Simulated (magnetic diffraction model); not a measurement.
**Magnetic neutron pattern of TmVPb₂**

Space group Pnma (no. 62), a = 7.4490 Å, b = 4.7660 Å, c = 11.2810 Å.

| site | atom | x | y | z |
| --- | --- | --- | --- | --- |
| 4c | Pb | 0.0439 | 3/4 | 0.1573 |
| 4c | Pb | 0.7713 | 3/4 | 0.9690 |
| 4c | Tm | 0.7497 | 3/4 | 0.6801 |
| 4c | V | 0.4151 | 3/4 | 0.0947 |

The compound is invented for this exercise: a known structure type with other elements, its cell scaled to their sizes and not relaxed.

Only Tm is taken to order (form factors of Tm3+); orders and moment sizes are assumed, and not adapted to the symmetry. Radiation: neutrons of λ = 2.52 Å, 1.5° to 50°; isotropic B of 0.17 Å² (Pb), 0.17 Å² (Tm) and 0.21 Å² (V). The intensities are simulated: I ∝ L Σ (|F_N|² + |F_M⊥|²) for unpolarised neutrons, with F_M = 2.695 fm/μB × Σ f(s) S exp(2πi Q·r) exp(−B s²) at Q = H ± k (one set where k and −k are equivalent), only the part normal to Q counting and L = 1/(sin²θ cos θ). For a modulated order the moment at position r is S exp(−2πi k·r) + c.c., with S = m/2 for a sine wave of amplitude m and S = m(u + iv)/2 for moments turning in a plane, u and v being orthogonal unit vectors in it; the phase factor of the sum at Q = H + k is then exp(2πi H·r). Form factors are spin-only for 3d ions and dipole or tabulated for f ions, scattering lengths are Sears's of 1992, and absorption is left out. A label names one of the reflections at its angle. The strongest nuclear line in the range is 100, and lines under 0.2 are left out.

Assume the order k = (0 0 0.235), moments turning in the plane of [001] and [100], 6.4 μB on Tm; signs + at (0.7497, 3/4, 0.6801), − at (0.7503, 1/4, 0.1801), − at (0.2497, 3/4, 0.8199), + at (0.2503, 1/4, 0.3199).

Predict the pattern, nuclear and magnetic parts apart.

```tsv
2θ (°)	index	nuclear	magnetic
9.80	(0 0 0.765)	0.0	87.8
15.86	(0 0 1.235)	0.0	33.4
21.85	(1 0 0.765)	0.0	158.7
23.39	(1 0 1)	100.0	0.0
25.21	(1 0 1.235)	0.0	118.8
33.36	(0 1 1)	0.4	0.0
35.98	(0 0 2.765)	0.0	33.0
36.72	(1 1 0.235)	0.0	230.2
38.51	(0 1 1.765)	0.0	59.6
38.92	(1 1 1)	43.5	0.0
39.55	(2 0 0)	30.6	0.0
40.84	(2 0 0.765)	0.0	9.8
41.23	(1 0 2.765)	0.0	3.3
41.74	(2 0 1)	18.2	0.0
42.36	(0 0 3.235)	0.0	23.6
42.64	(0 1 2.235)	0.0	45.0
42.86	(2 0 1.235)	0.0	8.9
43.51	(1 1 1.765)	0.0	58.7
44.09	(1 0 3)	46.0	0.0
45.32	(1 1 2)	91.8	0.0
47.03	(1 0 3.235)	0.0	2.6
47.28	(1 1 2.235)	0.0	47.1
47.83	(2 0 2)	31.9	0.0
```

The strongest magnetic line in the range is (1 1 0.235) at 36.72° (230.2). On top of the Lorentz factor, which all lines share, magnetic lines fade with angle because f falls: for Tm3+ it is 0.97, 0.87, 0.75 and 0.49 at sin θ/λ = 0.1, 0.2, 0.3 and 0.5 Å⁻¹, while nuclear lengths stay constant. The order has no net moment.

[Logs are printed without paths, hosts, clocks, repeated set-up lines and the standing remarks that a program may print on its own settings, such as how far it seeks lower states.]
